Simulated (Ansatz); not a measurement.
# Sb2Ru (Pnnm): band gap by G0W0 on r2SCAN, part 2 of 3

Wanted: the gap of Sb2Ru (Pnnm) with a many-body correction, and the time that it takes.

Ansatz 0.2.0; r2SCAN, then G0W0 on it, plane waves, PAW. Known limits of the many-body steps: finite bands, screening cutoff and k mesh; no spin-orbit coupling in G0W0; no spin polarisation; large ε∞ on the G0W0 mesh.

So far. Step 2 (Bands along the symmetry lines): Over mesh and path the gap is 0.172 eV, from k = (0.500, 0.500, 0.500) to k = (0.000, 0.000, 0.300). The least direct gap found is 0.653 eV, at k = (0.000, 0.250, 0.250).

## Step 3: G0W0 on the 4×4×6 mesh

G0W0 replaces the xc potential by a self-energy built once from the orbitals of the start. Levels are corrected in the window of bands that the input names, at points of the mesh.

This step: G0W0 on r2SCAN, plane waves, PAW.

File input.yaml:

```yaml
crystal:
  lattice:
    - [5.9514, 0.0, 0.0]
    - [0.0, 6.6743, 0.0]
    - [0.0, 0.0, 3.179]
  atoms:
    - { symbol: Sb, position: [0.1812, 0.359, 0.0] }
    - { symbol: Sb, position: [0.8188, 0.641, 0.0] }
    - { symbol: Sb, position: [0.6812, 0.141, 0.5] }
    - { symbol: Sb, position: [0.3188, 0.859, 0.5] }
    - { symbol: Ru, position: [0.0, 0.0, 0.0] }
    - { symbol: Ru, position: [0.5, 0.5, 0.5] }
kpoints:
  mp_grid: { grid: [4, 4, 6] }
hamiltonian:
  xc: r2scan
  pseudopotentials: { kind: paw, source: ansatz }
scf:
  occupations: { method: fixed }
gw:
  n_empty_bands: 1272
  ecut_chi: 270.0
  qp_bands: [v2, c2]
  qp_kpoints: band_edges
  screening: { model: contour_deformation }
```

Launch:

```console
$ ansatz run input.yaml --threads 4 --pin off --max-ram 138240MiB --backend cuda --events-out ev --progress --plain --runs-dir out --devices 1 --max-vram 26GiB
```

Numbers of over 12 decimals in the logs are rounded to 6 here.

Log:

```text
GPUs: using 1 of 1 available (devices: 1).
[...]
GPU FFT provider: cuFFT
GPU libraries: cuBLAS 13.8.2, cuFFT 12.4.0, cuSOLVER 12.3.4
Crystal: 6 atoms, lattice volume = 126.274 Å³
Basis set: ecut = 990 eV, 8909 PW (Γ), exchange–correlation on 300×360×160 points (64 copies of the dense FFT grid, shifted against one another)
Bands: 70, of which v1, the nominal top of the filled ones, is band 58 counted from 1 (57 counted from 0)
Symmetry: 8 space group operations
[...]
k-points: 36 of 96
[...]
GPU buffer pool allocated for 270000 grid points (all kernels)
[...]
SCF iter   1: F=—  HF=-48876.662101 eV  |F-HF|=—  |Δ(HF+E_count)|=         —  Δρ=6.54e-2  dr2=4.71e0  dr2_τ=1.66e0  ethr=3.10e-3  ⟨swp⟩=4.7  Hψ=8020  notcnv=0  defer=357
[...]
SCF iter   9: F=-48876.155052 eV  HF=-48876.155052 eV  |F-HF|=2.99e-9  |Δ(HF+E_count)|=   1.06e-7  Δρ=2.20e-6  dr2=6.89e-9  dr2_τ=3.27e-10  ethr=8.62e-11  ⟨swp⟩=10.1  Hψ=9655  notcnv=0
SCF 1 converged in 9 iterations: F = -48876.155052 eV  dr2 = 6.89e-9
[...]
NSCF: frozen V_eff on 36 k-points
the band table was solved once the SCF had ended and its energy, with any forces and stress, was formed, with the checks that follow a solve (9349 applications of the Hamiltonian). They found nothing against the state; the energy, forces and stress were not computed again (output.eigenvalues in the input reference)
[...]
G₀W₀ screening: q 1/36
[... further progress lines ...]
SCF converged after 9 iterations
Free energy (F): -48876.155052 eV
[...]
Internal energy: -48876.155052 eV  (E = F + TS)
E sigma→0 (E₀):  -48876.155052 eV
Fermi energy:    16.162264 eV
[...]
--- Band table (eV; the first three rows and the last of 36) ---
  k-point 0: bands = [... 54 lower, 14.9053, 15.3780, 15.4153, 15.4454, 18.1235, 18.7545, 19.9378, 20.4001, ... 8 higher]
  k-point 1: bands = [... 54 lower, 14.8132, 14.9703, 15.1556, 15.3534, 16.8239, 18.1680, 18.6044, 19.6188, ... 8 higher]
  k-point 2: bands = [... 54 lower, 14.6452, 14.9361, 15.0217, 15.3545, 16.3957, 16.9623, 18.0676, 18.4387, ... 8 higher]
  k-point 35: bands = [... 54 lower, 14.4880, 14.4880, 16.1623, 16.1623, 16.9775, 16.9775, 18.7902, 18.7902, ... 8 higher]
--- G₀W₀: contour deformation, 9 samples at zero and on the imaginary axis and 1 off it, 96 q-points, 1272 empty bands' worth ---
  eigenvalues of the whole cell's RPA ε∞ on this k-mesh (on a slab, of 1 + 4πα/V) = 16.7781, 20.5190, 26.1587; static W/v taken at q = 0 is 0.049332
  gw.qp_kpoints: band_edges: 34 of 36 stored k-points solved, in 2 passes; an edge of the gap read off the rows below is read off those points alone
    valence top: of the k-points left out ik 26 came nearest to being solved in a further pass, in band 57 (counted from 1, as in the quasiparticle table): it holds the edge there only if its correction is more favourable than any solved in that band by at least 0.535 eV; those differ by 0.496 eV
    conduction bottom: of the k-points left out ik 27 came nearest to being solved in a further pass, in band 60 (counted from 1, as in the quasiparticle table): it holds the edge there only if its correction is more favourable than any solved in that band by at least 0.613 eV; those differ by 0.376 eV
    ik  band        ε_KS         Σx   Σc(E_QP)       V_xc       Z   E_QP_lin       E_QP  E_QP is
     0    57     15.4153   -27.3001     3.4464   -23.9680  0.6924    15.5290    15.5297  root
     0    58     15.4454   -25.1275     2.1633   -23.0236  0.7133    15.5044    15.5047  root
     0    59     18.1235   -19.2871    -3.5925   -23.0135  0.7395    18.2575    18.2573  root
     0    60     18.7545    -9.9738    -4.1439   -13.9449  0.7823    18.5820    18.5816  root
     1    57     15.1556   -25.3050     3.2228   -22.1383  0.6965    15.2115    15.2118  root
     1    58     15.3534   -24.7422     2.1052   -22.6827  0.7152    15.3989    15.3991  root
     1    59     16.8239   -13.8499    -3.4232   -17.2137  0.7579    16.7646    16.7645  root
     1    60     18.1680   -18.4479    -3.6104   -22.1689  0.7418    18.2788    18.2785  root
     2    57     15.0217   -19.4790     1.6752   -17.6486  0.7445    14.8658    14.8664  root
     2    58     15.3545   -24.5426     2.0968   -22.4828  0.7149    15.3913    15.3915  root
     2    59     16.3957   -18.6880    -3.3668   -22.2114  0.7178    16.5526    16.5523  root
     2    60     16.9623   -15.1299    -3.6030   -18.7293  0.7481    16.9587    16.9587  root
     3    57     15.3982   -22.2697     2.0416   -20.1604  0.7296    15.3301    15.3304  root
     3    58     15.3982   -22.2697     2.0416   -20.1604  0.7296    15.3301    15.3304  root
     3    59     16.9082   -18.5806    -3.8375   -22.5710  0.7134    17.0613    17.0611  root
     3    60     16.9082   -18.5806    -3.8375   -22.5710  0.7134    17.0613    17.0611  root
     4    57     15.3476   -26.9813     3.4824   -23.6032  0.6908    15.4516    15.4520  root
     4    58     15.4388   -24.1916     2.1871   -22.0215  0.7173    15.4560    15.4559  root
     4    59     18.2620   -17.8134    -3.7168   -21.6077  0.7469    18.3395    18.3395  root
     4    60     18.8485   -12.3725    -3.9719   -16.2052  0.7737    18.7096    18.7092  root
     5    57     15.6078   -24.4343     2.3871   -22.0605  0.7190    15.6211    15.6211  root
     5    58     15.8051   -17.3823     0.9114   -16.1813  0.7738    15.5141    15.5155  root
     5    59     17.1198   -14.2405    -3.4310   -17.6178  0.7555    17.0662    17.0662  root
     5    60     18.3393   -12.5401    -3.8705   -16.2720  0.7717    18.2007    18.2006  root
     6    57     15.5069   -15.8726     0.5983   -14.9249  0.7826    15.1552    15.1575  root
     6    58     15.5512   -23.2137     2.1405   -21.0368  0.7276    15.5147    15.5148  root
     6    59     16.4872   -18.6174    -3.4407   -22.2106  0.7187    16.6398    16.6397  root
     6    60     16.9074   -16.5576    -3.3773   -19.9864  0.7377    16.9590    16.9590  root
     7    57     15.1508   -22.0138     2.0633   -19.8773  0.7259    15.0777    15.0778  root
     7    58     15.1508   -22.0138     2.0633   -19.8773  0.7259    15.0777    15.0778  root
     7    59     16.8985   -18.9131    -3.8567   -22.9428  0.7093    17.0720    17.0715  root
     7    60     16.8985   -18.9131    -3.8567   -22.9428  0.7093    17.0720    17.0715  root
     8    57     15.5641   -21.2353     1.8529   -19.2602  0.7413    15.4415    15.4419  root
     8    58     15.5641   -21.2353     1.8529   -19.2602  0.7413    15.4415    15.4419  root
     8    59     18.7919   -13.1652    -3.9373   -17.0063  0.7679    18.6959    18.6957  root
     8    60     18.7919   -13.1652    -3.9373   -17.0063  0.7679    18.6959    18.6957  root
     9    57     15.8425   -21.6364     1.7679   -19.7588  0.7426    15.7326    15.7329  root
     9    58     15.8425   -21.6364     1.7679   -19.7588  0.7426    15.7326    15.7329  root
     9    59     17.7819   -14.2481    -3.5680   -17.7458  0.7530    17.7118    17.7117  root
     9    60     17.7819   -14.2481    -3.5680   -17.7458  0.7530    17.7118    17.7117  root
[...]
33    57     15.9191   -17.1555     0.8587   -15.9999  0.7798    15.6208    15.6222  root
    33    58     15.9191   -17.1555     0.8587   -15.9999  0.7798    15.6208    15.6222  root
    33    59     17.6799   -17.2449    -3.5810   -20.8734  0.7535    17.7275    17.7275  root
    33    60     17.6799   -17.2449    -3.5810   -20.8734  0.7535    17.7275    17.7275  root
    34    57     15.6835   -19.2288     1.3898   -17.6275  0.7544    15.4711    15.4720  root
    34    58     15.6835   -19.2288     1.3898   -17.6275  0.7544    15.4711    15.4720  root
    34    59     16.7875   -17.7393    -3.7569   -21.5903  0.7286    16.8818    16.8815  root
    34    60     16.7875   -17.7393    -3.7569   -21.5903  0.7286    16.8818    16.8815  root
    35    57     16.1623   -16.8505     0.7017   -15.8305  0.7779    15.8424    15.8439  root
    35    58     16.1623   -16.8505     0.7017   -15.8305  0.7779    15.8424    15.8439  root
    35    59     16.9775   -19.4243    -4.1065   -23.7120  0.7048    17.1594    17.1586  root
    35    60     16.9775   -19.4243    -4.1065   -23.7120  0.7048    17.1594    17.1586  root
```

It took 14 min on 1 × NVIDIA H100 80GB HBM3 (shared by 3 runs) with 4 threads of AMD EPYC 7R13 (Zen 3), shared host; peak memory 19 GiB; 28 min of CPU time.

Numbers from this step:

```
bands summed                                    : 1330
RPA ε∞ on this mesh (eigenvalues)               : 16.78, 20.52, 26.16
plane waves in the screening matrix             : 1259
q-points in the mesh                            : 96
G0W0 gap over the corrected points              : 0.7084 eV
k of the valence top                            : -0.5, -0.5, -0.5
k of the conduction bottom                      : 0, 0, 0.3333
starting gap on the mesh                        : 0.2334 eV
Z at the valence top                            : 0.7779
Z at the conduction bottom                      : 0.7178
least direct G0W0 gap over the corrected points : 1.125 eV
```

Over 34 of 36 irreducible mesh points the G0W0 gap is 0.708 eV, from k = (-0.500, -0.500, -0.500) to k = (0.000, 0.000, 0.333). The r2SCAN gap of this run on the mesh is 0.233 eV. The two states that bound the G0W0 gap lie that far apart at the start, so the correction of the gap is 0.708 − 0.233 = +0.475 eV. The start of this run differs from the step before in mesh (4×4×8 and 4×4×6), files (soft_1 PAW and hard PAW), plane-wave cutoff (500 eV and 990 eV) and occupations. The program's warnings for this run: metallic iterate.

Labels follow the order of the start: v1 is the top filled band, c1 the lowest empty one; levels that stay degenerate share a row, the window can cut a multiplet, doubted levels are not marked in this list, bands outside the window were not corrected, and the list may be a part of the corrected levels. Levels before and after the correction, in eV, zero at the valence-band top of each column:

```csv
,conduction bottom,valence top
Kohn-Sham,0.23,0.00
G0W0,0.71,0.00
```

```csv
,level,occupation,energy (eV)
Kohn-Sham,(0 0 0.333) v2,2,-1.141
Kohn-Sham,(0 0 0.333) v1,2,-0.808
Kohn-Sham,(0 0 0.333) c1,0,0.233
Kohn-Sham,(0 0 0.333) c2,0,0.800
Kohn-Sham,(-0.5 -0.5 -0.5) v2-v1,2,0.000
Kohn-Sham,(-0.5 -0.5 -0.5) c1-c2,0,0.815
G0W0,(0 0 0.333) v2,2,-0.978
G0W0,(0 0 0.333) v1,2,-0.452
G0W0,(0 0 0.333) c1,0,0.708
G0W0,(0 0 0.333) c2,0,1.115
G0W0,(-0.5 -0.5 -0.5) v2-v1,2,0.000
G0W0,(-0.5 -0.5 -0.5) c1-c2,0,1.315
```

The parts of the quasiparticle energy for the two states that bound the G0W0 gap, in eV on the run's own scale (QP = start + Σx + Σc − Vxc, with Σc at the quasiparticle energy):

```csv
edge,k,band,start,Σx,Σc,Vxc,Z,QP
valence top,"(-0.500, -0.500, -0.500)",57,16.162,−16.851,0.702,−15.831,0.778,15.844
conduction bottom,"(0.000, 0.000, 0.333)",59,16.396,−18.688,−3.367,−22.211,0.718,16.552
```

## Step 4: Spin-orbit coupling

This run has two-component orbitals with spin-orbit coupling.

This step: DFT, r2SCAN with spin-orbit coupling, plane waves, PAW; PAW set soft_1.

File input.yaml:

```yaml
crystal:
  lattice:
    - [5.9514, 0.0, 0.0]
    - [0.0, 6.6743, 0.0]
    - [0.0, 0.0, 3.179]
  atoms:
    - { symbol: Sb, position: [0.1812, 0.359, 0.0] }
    - { symbol: Sb, position: [0.8188, 0.641, 0.0] }
    - { symbol: Sb, position: [0.6812, 0.141, 0.5] }
    - { symbol: Sb, position: [0.3188, 0.859, 0.5] }
    - { symbol: Ru, position: [0.0, 0.0, 0.0] }
    - { symbol: Ru, position: [0.5, 0.5, 0.5] }
kpoints:
  mp_grid: { grid: [4, 4, 8] }
  band_path:
    path:
      - [0.0, 0.0, 0.0]
      - [0.5, 0.0, 0.0]
      - [0.5, 0.5, 0.0]
      - [0.0, 0.5, 0.0]
      - [0.0, 0.0, 0.5]
      - [0.5, 0.0, 0.5]
      - [0.5, 0.5, 0.5]
      - [0.0, 0.5, 0.5]
      - [0.0, 0.0, 0.3]
      - [0.0, 0.25, 0.25]
    npoints: 1
hamiltonian:
  xc: r2scan
  pseudopotentials: { kind: paw_fr, azcp: { folder: soft_1 } }
scf:
  occupations: { method: fermi_dirac, width: 0.02 }
  n_extra_bands: 12
magnetization:
  noncollinear: true
  spin_orbit: true
output:
  eigenvalues: true
```

Log:

```text
[...]
GPUs: using 1 of 1 available (devices: 1).
[...]
non-collinear run that drives no moment, with spin-orbit: no starting moment large enough to seed its density (crystal.atoms[].spin), no starting occupations that ask for one, no magnetisation constraint and no magnetic field, so the semilocal B_xc is pinned to zero
[...]
GPU FFT provider: cuFFT
GPU libraries: cuBLAS 13.8.2, cuFFT 12.4.0, cuSOLVER 12.3.4
Crystal: 6 atoms, lattice volume = 126.274 Å³
Basis set: ecut = 500 eV, 3203 PW (Γ), exchange–correlation on 180×200×96 points (64 copies of the dense FFT grid, shifted against one another)
Bands: 104, of which v1, the nominal top of the filled ones, is band 92 counted from 1 (91 counted from 0)
Symmetry: 8 space group operations + 8 with time reversal
[...]
k-points: 45 of 128
Projection manifold: j_resolved (fully-relativistic pseudo-atomic orbitals)
[...]
GPU buffer pool allocated for 54000 grid points (all kernels)
[...]
SCF iter   1: F=—  HF=-37724.159494 eV  |F-HF|=—  |Δ(HF+E_count)|=         —  Δρ=6.30e-2  dr2=4.52e0  dr2_τ=3.83e-2  dr2_m=0.00e0 (ungated)  ethr=3.10e-3  |M|=0.00e0 ∫|m|=0.00e0 μB  |m|>n=0.0e0 m-floor=0.0e0 τ_xc=0.0e0  β_m=0.30  ⟨swp⟩=6.4  Hψ=10684  notcnv=0  defer=2
[...]
spin=Noncollinear: Resta preconditioning applied to the charge; magnetization (m_x, m_y, m_z) channels mix plain (no charge-response kernel on spin).
SCF iter   2: F=—  HF=-37723.742359 eV  |F-HF|=—  |Δ(HF+E_count)|=   4.17e-1  Δρ=3.49e-2  dr2=1.11e0  dr2_τ=2.17e-2  dr2_m=0.00e0 (ungated)  ethr=3.10e-3  |M|=0.00e0 ∫|m|=0.00e0 μB  |m|>n=0.0e0 m-floor=0.0e0 τ_xc=0.0e0  β_m=0.41  ⟨swp⟩=2.0  Hψ=3239  notcnv=0  defer=282
[...]
SCF iter   9: F=-37723.770952 eV  HF=-37723.770952 eV  |F-HF|=2.97e-9  |Δ(HF+E_count)|=   8.26e-8  Δρ=3.47e-6  dr2=1.60e-8  dr2_τ=2.40e-10  dr2_m=0.00e0 (ungated)  ethr=1.09e-10  |M|=0.00e0 ∫|m|=0.00e0 μB  |m|>n=0.0e0 m-floor=0.0e0 τ_xc=0.0e0  ⟨swp⟩=9.0  Hψ=8473  notcnv=0
SCF 1 converged in 9 iterations: F = -37723.770952 eV  dr2 = 1.60e-8
[...]
SCF converged after 9 iterations
Magnetization: |M| = 0.0000 μB,  M = (+0.0000, +0.0000, +0.0000) μB
Absolute magnetization: 0.0000 μB (∫|m|)
  site 0: m = (+0.0000, +0.0000, +0.0000) μB, |m| = 0.0000 μB  (R = 1.08 Å)
  site 1: m = (+0.0000, +0.0000, +0.0000) μB, |m| = 0.0000 μB  (R = 1.08 Å)
  site 2: m = (+0.0000, +0.0000, +0.0000) μB, |m| = 0.0000 μB  (R = 1.08 Å)
  site 3: m = (+0.0000, +0.0000, +0.0000) μB, |m| = 0.0000 μB  (R = 1.08 Å)
  site 4: m = (+0.0000, +0.0000, +0.0000) μB, |m| = 0.0000 μB  (R = 1.08 Å)
  site 5: m = (+0.0000, +0.0000, +0.0000) μB, |m| = 0.0000 μB  (R = 1.08 Å)
Free energy (F): -37723.770952 eV
[...]
Internal energy: -37723.770909 eV  (E = F + TS)
E sigma→0 (E₀):  -37723.770931 eV
Entropy (-TS):   -0.000043 eV (-0.007 meV/atom)
Fermi energy:    14.758555 eV
[...]
--- Band table (eV; the first three rows and the last of 45) ---
  k-point 0: bands = [... 88 lower, 13.8984, 13.8984, 14.0216, 14.0216, 16.6341, 16.6341, 17.2485, 17.2485, ... 8 higher]
  k-point 1: bands = [... 88 lower, 13.7531, 13.7531, 13.9462, 13.9462, 15.8453, 15.8453, 16.7034, 16.7034, ... 8 higher]
  k-point 2: bands = [... 88 lower, 13.5803, 13.5803, 13.8180, 13.8180, 14.8624, 14.8624, 15.9073, 15.9073, ... 8 higher]
  k-point 44: bands = [... 88 lower, 14.6547, 14.6547, 14.6547, 14.6547, 15.4989, 15.4989, 15.4989, 15.4989, ... 8 higher]
```

It took 16 s on 1 × NVIDIA H100 80GB HBM3 (shared by 3 runs) with 4 threads; peak memory 1.3 GiB.

This step gave:

```yaml
gap: 0.1974 eV
valence_top_at: R
conduction_bottom_at: k = (0.000, 0.000, 0.300)
least_direct_gap: 0.6652 eV
```

Over mesh and listed points the gap is 0.197 eV, from k = (0.500, 0.500, 0.500) to k = (0.000, 0.000, 0.300). The least direct gap found is 0.665 eV, at k = (0.000, 0.250, 0.250). r2SCAN+SOC against r2SCAN: 0.197 − 0.172 = +0.025 eV, with the same mesh, set of files (read in its fully relativistic form for the spin-orbit run) and cutoff, and both edges at the same k points. The spin-orbit run sees mesh and listed points alone, so its gap is an upper bound: the coupling can move an edge off these points, and the change over the zone, its sign included where it is small, is not known.

(Continued in part 3 of 3.)

[Paths, hosts, dates, memory and timing lines, banners, echoed tables and standing remarks are left out of the program output.]

[Logs are printed without paths, hosts, clocks, repeated set-up lines and the standing remarks that a program may print on its own settings, such as how far it seeks lower states.]

[Runs of the session that timed out or met a known fault of the program may be left out.]

[Cells called generated may have been cut or substituted from an entry of the Crystallography Open Database or the Materials Project.]

[Hosts, paths, dates, database ids (printed as entryN), source tags and the programs' standing remarks are cut or masked in the printed files.]

[Where an RPA ε∞ is given, it is that of the G0W0 mesh and is not shown converged in it. Names of k-points follow the symmetry that the program found, which can be lower than the space group named. Band edges on a path are those of the sampled points; other points can move an edge, and change direct to indirect where valleys lie close.]

[Hybrid gaps are those of their k-mesh and are not shown converged in it.]
